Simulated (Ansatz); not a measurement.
# The perfect Ge wire along [100], 9 atoms a period, H-terminated, part 3 of 3

Aim: is the Ge wire along [100], 9 atoms a period, H-terminated a metal or a semiconductor?

Ansatz 0.2.0; DFT PBE, plane waves, PAW; relaxation of a wire's period; PAW set soft_1 (the session's first sound run).

So far, band gap (eV): step 3 (bands of the perfect wire, PBE) 3.78; step 4 (levels at the same atoms, cutoff 500 eV, k-mesh 1×1×11, r2SCAN PBE) 4.21; step 5 (levels at the same atoms, level HSE06, cutoff 420 eV, HSE06 PBE) 4.69; step 6 (two-component spinors, k-mesh 1×1×9, PBE spin-orbit) 3.73.

## 8. Strain along the wire, period over the relaxed period 1.1

This step: DFT PBE, plane waves, PAW; relaxation at a fixed period; PAW set soft_1 (Ansatz 0.2.0).

The period is set to 1.1 times the relaxed one and the atoms relax within it: strain changes bond lengths and angles, which shifts the bands against each other. Against the first PBE run of this kind, the mesh along the wire has 10 points against 14.

The cell differs from the one that the last finished run ended in (c 5.745 → 6.319 Å).

Input file input.yaml:

```yaml
crystal:
  lattice:
    - [14.361, 0.0, 0.0]
    - [0.0, 14.361, 0.0]
    - [0.0, 0.0, 6.3190002553]
  atoms:
    - { symbol: Ge, position: [0.500011588, 0.500011588, 0.0] }
    - { symbol: H, position: [0.339483526, 0.339483526, 0.096533899] }
    - { symbol: H, position: [0.66053965, 0.66053965, 0.096533899] }
    - { symbol: Ge, position: [0.401935382, 0.401935382, 0.253003218] }
    - { symbol: Ge, position: [0.598087794, 0.598087794, 0.253003218] }
    - { symbol: H, position: [0.239736756, 0.561704556, 0.346747101] }
    - { symbol: H, position: [0.438318621, 0.76028642, 0.346747101] }
    - { symbol: H, position: [0.561704556, 0.239736756, 0.346747101] }
    - { symbol: H, position: [0.76028642, 0.438318621, 0.346747101] }
    - { symbol: Ge, position: [0.303335208, 0.500011588, 0.5] }
    - { symbol: Ge, position: [0.500011588, 0.303335208, 0.5] }
    - { symbol: Ge, position: [0.500011588, 0.696687969, 0.5] }
    - { symbol: Ge, position: [0.696687969, 0.500011588, 0.5] }
    - { symbol: H, position: [0.239736756, 0.438318621, 0.653252899] }
    - { symbol: H, position: [0.438318621, 0.239736756, 0.653252899] }
    - { symbol: H, position: [0.561704556, 0.76028642, 0.653252899] }
    - { symbol: H, position: [0.76028642, 0.561704556, 0.653252899] }
    - { symbol: Ge, position: [0.401935382, 0.598087794, 0.746996782] }
    - { symbol: Ge, position: [0.598087794, 0.401935382, 0.746996782] }
    - { symbol: H, position: [0.339483526, 0.66053965, 0.903466101] }
    - { symbol: H, position: [0.66053965, 0.339483526, 0.903466101] }
kpoints:
  mp_grid: { grid: [1, 1, 10] }
  band_path: { path: ["Γ", Z], npoints: 90 }
scf:
  occupations: { method: fermi_dirac, width: 0.05 }
hamiltonian:
  xc: pbe
  pseudopotentials: { kind: paw, azcp: { folder: soft_1 } }
relax:
  max_steps: 40
  f_tol: 0.02
output:
  stress: true
```

Launch:

```sh
$ ansatz run input.yaml --threads 4 --pin off --max-ram 16384MiB --backend cpu --events-out ev --progress --plain --runs-dir out
```

Numbers of over 12 decimals in the logs are rounded to 6 here.

What it wrote:

```text
Warning: output.stress: scf.convergence.dr2_threshold = 1e-7 eV (the SCF's general default) is looser than the 2.1e-9 eV advised for a printed stress (1e-10 eV for each atom of the cell: 21). What an SCF threshold leaves in a stress goes as its square root, and in the free energy as the threshold itself, and one threshold admits the most on a small cell: [figures from the program's tests cut] Every solve of this run  [...]
[...]
Crystal: 21 atoms, lattice volume = 1303.220 Å³
Basis set: ecut = 420 eV, 25489 PW (Γ), exchange–correlation on 192×192×90 points (8 copies of the dense FFT grid, shifted against one another)
Bands: 90, of which v1, the nominal top of the filled ones, is band 69 counted from 1 (68 counted from 0)
Symmetry: 8 space group operations
[...]
k-points: 6 of 10
[...]
SCF iter   1: F=—  HF=-38844.699383 eV  |F-HF|=—  |Δ(HF+E_count)|=         —  Δρ=2.89e-2  dr2=9.29e0  ethr=3.10e-3  ⟨swp⟩=7.2  Hψ=2290  notcnv=0  defer=6
[...]
SCF iter   7: F=-38841.985324 eV  HF=-38841.985319 eV  |F-HF|=5.12e-6  |Δ(HF+E_count)|=   4.69e-5  Δρ=1.76e-5  dr2=3.66e-6  ethr=7.25e-9  ⟨swp⟩=5.0  Hψ=1625  notcnv=0
SCF 1 converged in 7 iterations: F = -38841.985324 eV  dr2 = 3.66e-6
[...]
relax step   1: F+E_penalty+E_count = -38841.98532421 eV  Δ(F+E_penalty+E_count) = +0.000e0 eV  max|allowed force component| = 5.956e-1 eV/Å  Δτ_max = 0.0000 Å  (7 SCF iters, dr2 threshold 1.00e-5 eV, accepted)
[...]
SCF iter   6: F=-38842.522714 eV  HF=-38842.522719 eV  |F-HF|=4.69e-6  |Δ(HF+E_count)|=   3.02e-7  Δρ=1.36e-5  dr2=7.03e-6  ethr=1.61e-8  ⟨swp⟩=4.7  Hψ=1814  notcnv=0
SCF 2 converged in 6 iterations: F = -38842.522714 eV  dr2 = 7.03e-6
relax step   2: F+E_penalty+E_count = -38842.52271444 eV  Δ(F+E_penalty+E_count) = -5.374e-1 eV  max|allowed force component| = 4.254e-1 eV/Å  Δτ_max = 0.1949 Å  (6 SCF iters, dr2 threshold 2.22e-5 eV, accepted)
SCF iter   1: F=—  HF=-38842.676391 eV  |F-HF|=—  |Δ(HF+E_count)|=         —  Δρ=4.68e-3  dr2=1.68e-1  ethr=1.14e-3  ⟨swp⟩=4.2  Hψ=1079  notcnv=0  defer=81
[...]
SCF iter   6: F=-38842.648788 eV  HF=-38842.648789 eV  |F-HF|=1.00e-6  |Δ(HF+E_count)|=   3.51e-6  Δρ=8.83e-6  dr2=1.38e-6  ethr=8.20e-9  ⟨swp⟩=5.0  Hψ=1567  notcnv=0
SCF 3 converged in 6 iterations: F = -38842.648788 eV  dr2 = 1.38e-6
[...]
relax step   3: F+E_penalty+E_count = -38842.64878753 eV  Δ(F+E_penalty+E_count) = -1.261e-1 eV  max|allowed force component| = 1.703e-1 eV/Å  Δτ_max = 0.1083 Å  (6 SCF iters, dr2 threshold 1.13e-5 eV, accepted)
[...]
relax step   4: F+E_penalty+E_count = -38842.65989092 eV  Δ(F+E_penalty+E_count) = -1.110e-2 eV  max|allowed force component| = 2.064e-2 eV/Å  Δτ_max = 0.0285 Å  (5 SCF iters, dr2 threshold 4.65e-6 eV, accepted)
SCF iter   1: F=—  HF=-38842.660774 eV  |F-HF|=—  |Δ(HF+E_count)|=         —  Δρ=5.84e-4  dr2=2.87e-3  ethr=1.90e-5  ⟨swp⟩=2.0  Hψ=861  notcnv=0  defer=81
[...]
SCF iter   6: F=-38842.660648 eV  HF=-38842.660648 eV  |F-HF|=1.11e-8  |Δ(HF+E_count)|=   1.01e-7  Δρ=9.49e-7  dr2=1.41e-8  ethr=7.25e-11  ⟨swp⟩=4.7  Hψ=1571  notcnv=0
SCF 5 converged in 6 iterations: F = -38842.660648 eV  dr2 = 1.41e-8
[...]
relax step   5: F+E_penalty+E_count = -38842.66064791 eV  Δ(F+E_penalty+E_count) = -7.570e-4 eV  max|allowed force component| = 1.817e-2 eV/Å  Δτ_max = 0.0144 Å  (6 SCF iters, accepted)
[...]
the band table was solved once a step of the walk had ended and its energy, with any forces and stress, was formed, with the checks that follow a solve (3199 applications of the Hamiltonian). They found nothing against the state; the energy, forces and stress were not computed again (output.eigenvalues in the input reference)
[...]
SCF converged after 6 iterations
Free energy (F): -38842.660648 eV
[...]
Internal energy: -38842.660648 eV  (E = F + TS)
E sigma→0 (E₀):  -38842.660648 eV
Fermi energy:    -2.213121 eV
[...]
--- Forces (eV/Å), atoms counted from 1 ---
  atom   1  Ge     0.00000000    -0.00000000    -0.00000000
  atom   2  H     -0.00422726    -0.00422726     0.00407966
  atom   3  H      0.00422726     0.00422726     0.00407966
  atom   4  Ge     0.00560769     0.00560769    -0.01817071
  atom   5  Ge    -0.00560769    -0.00560769    -0.01817071
  atom   6  H      0.00237939    -0.00184401    -0.00457533
  atom   7  H      0.00184401    -0.00237939    -0.00457533
  atom   8  H     -0.00184401     0.00237939    -0.00457533
  atom   9  H     -0.00237939     0.00184401    -0.00457533
  atom  10  Ge     0.00136002     0.00000000    -0.00000000
  atom  11  Ge     0.00000000     0.00136002    -0.00000000
  atom  12  Ge     0.00000000    -0.00136002     0.00000000
  atom  13  Ge    -0.00136002     0.00000000     0.00000000
  atom  14  H      0.00237939     0.00184401     0.00457533
  atom  15  H      0.00184401     0.00237939     0.00457533
  atom  16  H     -0.00184401    -0.00237939     0.00457533
  atom  17  H     -0.00237939    -0.00184401     0.00457533
  atom  18  Ge     0.00560769    -0.00560769     0.01817071
  atom  19  Ge    -0.00560769     0.00560769     0.01817071
  atom  20  H     -0.00422726     0.00422726    -0.00407966
  atom  21  H      0.00422726    -0.00422726    -0.00407966
  max |Σ_I F_I| component: 2.60e-18 eV/Å
--- Stress (GPa, compression-positive) ---
       -0.005350      -0.000000       0.000000
       -0.000000      -0.005350      -0.000000
        0.000000      -0.000000      -0.515131
  P = ⅓ Tr σ = -0.1753 GPa (-1.753 kbar)
--- Band table (eV; the first three rows and the last of 6) ---
  k-point 0: bands = [... 65 lower, -4.3101, -4.0799, -4.0554, -4.0554, -0.2663, 0.0243, 0.2481, 0.2481, ... 17 higher]
  k-point 1: bands = [... 65 lower, -4.3298, -4.1000, -4.0586, -4.0586, -0.2813, 0.1197, 0.1616, 0.1616, ... 17 higher]
  k-point 2: bands = [... 65 lower, -4.3800, -4.1690, -4.0599, -4.0599, -0.3312, 0.0082, 0.0082, 0.3890, ... 17 higher]
  k-point 5: bands = [... 65 lower, -4.5660, -4.5250, -4.0011, -4.0011, -0.4921, -0.1717, -0.1717, 0.6359, ... 17 higher]
--- Relaxed structure (5 steps of the walk, 5 accepted, 0 SCFs on fresh bases) ---
  F+E_penalty+E_count = -38842.66064791 eV   max|allowed force component| = 1.817e-2 eV/Å
  atoms:
    - { symbol: Ge, position: [0.500012, 0.500012, 3.20279153907106e-19] }
    - { symbol: H, position: [0.339734, 0.339734, 0.133908] }
    - { symbol: H, position: [0.660289, 0.660289, 0.133908] }
    - { symbol: Ge, position: [0.406398, 0.406398, 0.254615] }
    - { symbol: Ge, position: [0.593626, 0.593626, 0.254615] }
    - { symbol: H, position: [0.247340, 0.568748, 0.379714] }
    - { symbol: H, position: [0.431275, 0.752684, 0.379714] }
    - { symbol: H, position: [0.568748, 0.247340, 0.379714] }
    - { symbol: H, position: [0.752684, 0.431275, 0.379714] }
    - { symbol: Ge, position: [0.311340, 0.500012, 0.500000] }
    - { symbol: Ge, position: [0.500012, 0.311340, 0.500000] }
    - { symbol: Ge, position: [0.500012, 0.688683, 0.500000] }
    - { symbol: Ge, position: [0.688683, 0.500012, 0.500000] }
    - { symbol: H, position: [0.247340, 0.431275, 0.620286] }
    - { symbol: H, position: [0.431275, 0.247340, 0.620286] }
    - { symbol: H, position: [0.568748, 0.752684, 0.620286] }
    - { symbol: H, position: [0.752684, 0.568748, 0.620286] }
    - { symbol: Ge, position: [0.406398, 0.593626, 0.745385] }
    - { symbol: Ge, position: [0.593626, 0.406398, 0.745385] }
    - { symbol: H, position: [0.339734, 0.660289, 0.866092] }
    - { symbol: H, position: [0.660289, 0.339734, 0.866092] }
```

Run time: 4.3 min. Hardware: 4 threads of Arm Neoverse V1, shared host; peak memory 6 GiB.

Step by step:

| step | energy less that of the first step (eV) | largest force component (eV/Å) |
| --- | --- | --- |
| 1 | 0.0000 | 0.5956 |
| 2 | -0.5374 | 0.4254 |
| 3 | -0.6635 | 0.1703 |
| 4 | -0.6746 | 0.0206 |
| 5 | -0.6753 | 0.0182 |

The run keeps the 8 symmetry operations that it works with, so distortions that break them were not tested.

The atoms that moved most (Å):

| atom | dx | dy | dz | length |
| --- | --- | --- | --- | --- |
| H14 | 0.109 | -0.101 | -0.208 | 0.256 |
| H15 | -0.101 | 0.109 | -0.208 | 0.256 |
| H7 | -0.101 | -0.109 | 0.208 | 0.256 |
| H9 | -0.109 | -0.101 | 0.208 | 0.256 |
| H8 | 0.101 | 0.109 | 0.208 | 0.256 |
| H6 | 0.109 | 0.101 | 0.208 | 0.256 |
| H16 | 0.101 | -0.109 | -0.208 | 0.256 |
| H17 | -0.109 | 0.101 | -0.208 | 0.256 |

Final coordinates:

```cif
data_structure
_symmetry_space_group_name_H-M 'P 1'
_symmetry_Int_Tables_number 1
_cell_length_a 14.3610
_cell_length_b 14.3610
_cell_length_c 6.3190
_cell_angle_alpha 90.000
_cell_angle_beta 90.000
_cell_angle_gamma 90.000
_cell_volume 1303.22
loop_
_atom_site_label
_atom_site_type_symbol
_atom_site_fract_x
_atom_site_fract_y
_atom_site_fract_z
_atom_site_occupancy
Ge1 Ge 0.50001 0.50001 0.00000 1
H2 H 0.33973 0.33973 0.13391 1
H3 H 0.66029 0.66029 0.13391 1
Ge4 Ge 0.40640 0.40640 0.25462 1
Ge5 Ge 0.59363 0.59363 0.25462 1
H6 H 0.24734 0.56875 0.37971 1
H7 H 0.43128 0.75268 0.37971 1
H8 H 0.56875 0.24734 0.37971 1
H9 H 0.75268 0.43128 0.37971 1
Ge10 Ge 0.31134 0.50001 0.50000 1
Ge11 Ge 0.50001 0.31134 0.50000 1
Ge12 Ge 0.50001 0.68868 0.50000 1
Ge13 Ge 0.68868 0.50001 0.50000 1
H14 H 0.24734 0.43128 0.62029 1
H15 H 0.43128 0.24734 0.62029 1
H16 H 0.56875 0.75268 0.62029 1
H17 H 0.75268 0.56875 0.62029 1
Ge18 Ge 0.40640 0.59363 0.74538 1
Ge19 Ge 0.59363 0.40640 0.74538 1
H20 H 0.33973 0.66029 0.86609 1
H21 H 0.66029 0.33973 0.86609 1
```

Numbers from this step:

```
band gap : 3.509 eV
```

Electronic bands along the path, in eV, zero at the Fermi level; v1 is the highest filled band, c1 the lowest empty one:

| point | v4 | v3 | v2 | v1 | c1 | c2 | c3 | c4 |
| --- | --- | --- | --- | --- | --- | --- | --- | --- |
| Γ | -2.10 | -1.87 | -1.84 | -1.84 | 1.95 | 2.24 | 2.46 | 2.46 |
| halfway | -2.20 | -2.01 | -1.84 | -1.84 | 1.85 | 2.16 | 2.16 | 2.75 |
| Z | -2.35 | -2.31 | -1.79 | -1.79 | 1.72 | 2.04 | 2.04 | 2.85 |

The gap is 3.51 eV, against 3.78 eV under PBE at the relaxed period.

## 9. At a strained period, period over the relaxed period 1.06

The period is set to 1.06 times the relaxed one and the atoms relax within it: strain changes bond lengths and angles, which shifts the bands against each other. Against the first PBE run of this kind, the mesh along the wire has 10 points against 14.

The cell differs from the one that the last finished run ended in (c 6.319 → 6.089 Å).

Changes to input.yaml since step 8:

```diff
@@ -4,3 +4,3 @@
     - [0.0, 14.361, 0.0]
-    - [0.0, 0.0, 6.3190002553]
+    - [0.0, 0.0, 6.0892184278]
   atoms:
```

What it wrote:

```text
[...]
Crystal: 21 atoms, lattice volume = 1255.830 Å³
Basis set: ecut = 420 eV, 24505 PW (Γ), exchange–correlation on 192×192×90 points (8 copies of the dense FFT grid, shifted against one another)
Bands: 90, of which v1, the nominal top of the filled ones, is band 69 counted from 1 (68 counted from 0)
Symmetry: 8 space group operations
[...]
- { symbol: H, position: [0.244513, 0.434242, 0.633679] }
    - { symbol: H, position: [0.434242, 0.244513, 0.633679] }
    - { symbol: H, position: [0.565781, 0.755510, 0.633679] }
    - { symbol: H, position: [0.755510, 0.565781, 0.633679] }
    - { symbol: Ge, position: [0.404565, 0.595458, 0.746064] }
    - { symbol: Ge, position: [0.595458, 0.404565, 0.746064] }
    - { symbol: H, position: [0.339395, 0.660628, 0.879633] }
    - { symbol: H, position: [0.660628, 0.339395, 0.879633] }
[key lines of the parts left out:]
SCF converged after 3 iterations
Free energy (F): -38842.781195 eV
Fermi energy:    -2.057360 eV
P = ⅓ Tr σ = -0.1014 GPa (-1.014 kbar)
```

Elapsed: 4.2 min, on 4 threads; peak memory 5.8 GiB.

Relaxation path:

| step | energy less that of the first step (eV) | largest force component (eV/Å) |
| --- | --- | --- |
| 1 | 0.0000 | 0.3777 |
| 2 | -0.1908 | 0.4053 |
| 3 | -0.2569 | 0.1201 |
| 4 | -0.2614 | 0.0155 |
| 5 | -0.2614 | 0.0156 |

Forces are held to the 8 operations that the run works with; a distortion that breaks them can't arise in this run.

The atoms that moved most (Å):

| atom | dx | dy | dz | length |
| --- | --- | --- | --- | --- |
| H14 | 0.069 | -0.059 | -0.119 | 0.149 |
| H15 | -0.059 | 0.069 | -0.119 | 0.149 |
| H7 | -0.059 | -0.069 | 0.119 | 0.149 |
| H9 | -0.069 | -0.059 | 0.119 | 0.149 |
| H8 | 0.059 | 0.069 | 0.119 | 0.149 |
| H6 | 0.069 | 0.059 | 0.119 | 0.149 |
| H16 | 0.059 | -0.069 | -0.119 | 0.149 |
| H17 | -0.069 | 0.059 | -0.119 | 0.149 |

Final coordinates:

```cif
data_structure
_symmetry_space_group_name_H-M 'P 1'
_symmetry_Int_Tables_number 1
_cell_length_a 14.3610
_cell_length_b 14.3610
_cell_length_c 6.0892
_cell_angle_alpha 90.000
_cell_angle_beta 90.000
_cell_angle_gamma 90.000
_cell_volume 1255.83
loop_
_atom_site_label
_atom_site_type_symbol
_atom_site_fract_x
_atom_site_fract_y
_atom_site_fract_z
_atom_site_occupancy
Ge1 Ge 0.50001 0.50001 0.00000 1
H2 H 0.33939 0.33939 0.12037 1
H3 H 0.66063 0.66063 0.12037 1
Ge4 Ge 0.40457 0.40457 0.25394 1
Ge5 Ge 0.59546 0.59546 0.25394 1
H6 H 0.24451 0.56578 0.36632 1
H7 H 0.43424 0.75551 0.36632 1
H8 H 0.56578 0.24451 0.36632 1
H9 H 0.75551 0.43424 0.36632 1
Ge10 Ge 0.30825 0.50001 0.50000 1
Ge11 Ge 0.50001 0.30825 0.50000 1
Ge12 Ge 0.50001 0.69178 0.50000 1
Ge13 Ge 0.69178 0.50001 0.50000 1
H14 H 0.24451 0.43424 0.63368 1
H15 H 0.43424 0.24451 0.63368 1
H16 H 0.56578 0.75551 0.63368 1
H17 H 0.75551 0.56578 0.63368 1
Ge18 Ge 0.40457 0.59546 0.74606 1
Ge19 Ge 0.59546 0.40457 0.74606 1
H20 H 0.33939 0.66063 0.87963 1
H21 H 0.66063 0.33939 0.87963 1
```

This step gave:

| Quantity | Value |
| --- | --- |
| band gap | 3.648 eV |

The electronic bands at the labelled points (eV, zero at the Fermi level; v1 is the highest filled band, c1 the lowest empty one):

| point | v4 | v3 | v2 | v1 | c1 | c2 | c3 | c4 |
| --- | --- | --- | --- | --- | --- | --- | --- | --- |
| Γ | -2.17 | -1.90 | -1.90 | -1.90 | 2.05 | 2.20 | 2.42 | 2.42 |
| halfway | -2.28 | -2.00 | -1.91 | -1.91 | 1.96 | 2.16 | 2.16 | 2.66 |
| Z | -2.40 | -2.31 | -1.87 | -1.87 | 1.78 | 2.14 | 2.14 | 2.74 |

The gap is 3.65 eV, against 3.78 eV under PBE at the relaxed period.

## 10. Results

```yaml
cell_length_pbe: 5.745 Å
gap_pbe: 3.78 eV
gap_r2scan: 4.21 eV
gap_hse06: 4.69 eV
gap_with_spin_orbit_coupling: 3.73 eV
gap_period_scaled_by_1p1: 3.51 eV
gap_period_scaled_by_1p06: 3.65 eV
```

What this shows: Under PBE the cell's length is 5.74 Å, and a gap of 3.78 eV makes it a semiconductor. At the relaxed period the wire is gapped under every functional, from 3.78 eV (PBE) to 4.69 eV (HSE06). Weak screening in one dimension makes quasiparticle gaps larger than the semilocal gaps, as a rule. Spin-orbit coupling changes the gap from 3.78 to 3.73 eV. Strain matters: under PBE the gap goes from 3.78 eV to 3.65 eV at 1.06 times the period and 3.51 eV at 1.1 times the period. A hybrid's gap is read on a coarse mesh, without a band path.

[Logs are printed without paths, hosts, clocks, repeated set-up lines and the standing remarks that a program may print on its own settings, such as how far it seeks lower states.]

[Hosts, paths, dates, database ids (printed as entryN), source tags and the programs' standing remarks are cut or masked in the printed files.]
